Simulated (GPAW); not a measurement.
Consider C (Diamond, Fd-3m).

```xyz
2
Lattice="0.0000 1.7834 1.7834 1.7834 0.0000 1.7834 1.7834 1.7834 0.0000" Properties=species:S:1:pos:R:3 pbc="T T T"
C     2.6751    2.6751    2.6751
C     1.7834    1.7834    1.7834
```

Absorber: atom 1, with 4 C at 1.54 Å (tetrahedral, site symmetry -43m). Method: GPAW, LDA, full core hole (charged cell), 16-atom cell with 5.0 Å between holes, 6×6×6 k points, dipole transitions, Gaussian full width 0.9 eV up to 4 eV, rising linearly to 3.5 eV at 25 eV.

Q: Where do the maxima of the C K edge fall?

Main maxima up to 19 eV above the zero (height): 1.1 eV (1.91), 3.0 eV (2.59), 6.5 eV (1.03), 9.5 eV (1.10) and 16.6 eV (0.95). A K edge sees empty p states; a tetrahedral site has σ* states alone, so there is no π* peak. The total-energy difference plus the lowest empty eigenvalue puts the zero at 290.96 eV. One term is added: -6.67 eV, since the hole is spin-paired here and a spin-polarised one costs that much less in the free atom (computed apart). The photon energy is then 284.29 eV. The functional and the charged cell's background leave an error in such absolute values: in the free atom LDA prices this hole 2.9 eV below PBE (computed apart), and PBE is itself good to a few eV.

The C K spectrum (energy from the lowest empty level; intensity scaled to a mean of 1 over the first 19 eV):

```tsv
E (eV)	intensity
-2.0	0.00
-1.0	0.00
0.0	0.44
1.0	1.89
2.0	1.78
3.0	2.59
4.0	1.74
5.0	1.35
6.0	0.93
7.0	0.88
8.0	0.82
9.0	1.05
10.0	1.02
11.0	0.51
12.0	0.14
13.0	0.18
14.0	0.41
15.0	0.68
16.0	0.91
17.0	0.93
18.0	0.75
19.0	0.54
20.0	0.35
```

The holes are only 5.0 Å apart, so the shape is probably not converged with cell size; no larger cell was run here. The mesh is coarse (0.25 Å⁻¹ between points), so small maxima may be mesh ripples. The structure is a published determination, not relaxed.

[Banner, clock and machine lines of the logs are left out without a mark of their own.]

[Logs are printed without paths, hosts, clocks, repeated set-up lines and the standing remarks that a program may print on its own settings, such as how far it seeks lower states.]

[Hosts, paths, dates, database ids (printed as entryN), source tags and the programs' standing remarks are cut or masked in the printed files.]

[Lists of maxima count a maximum above −3 eV only where it reaches 4 % of the highest in the window and stands out from its surroundings by 2 % of it (1.5 % where it reaches 55 %); shoulders and weaker maxima are passed over, and of the rest the first, up to two pre-edge ones and the few strongest are named.]
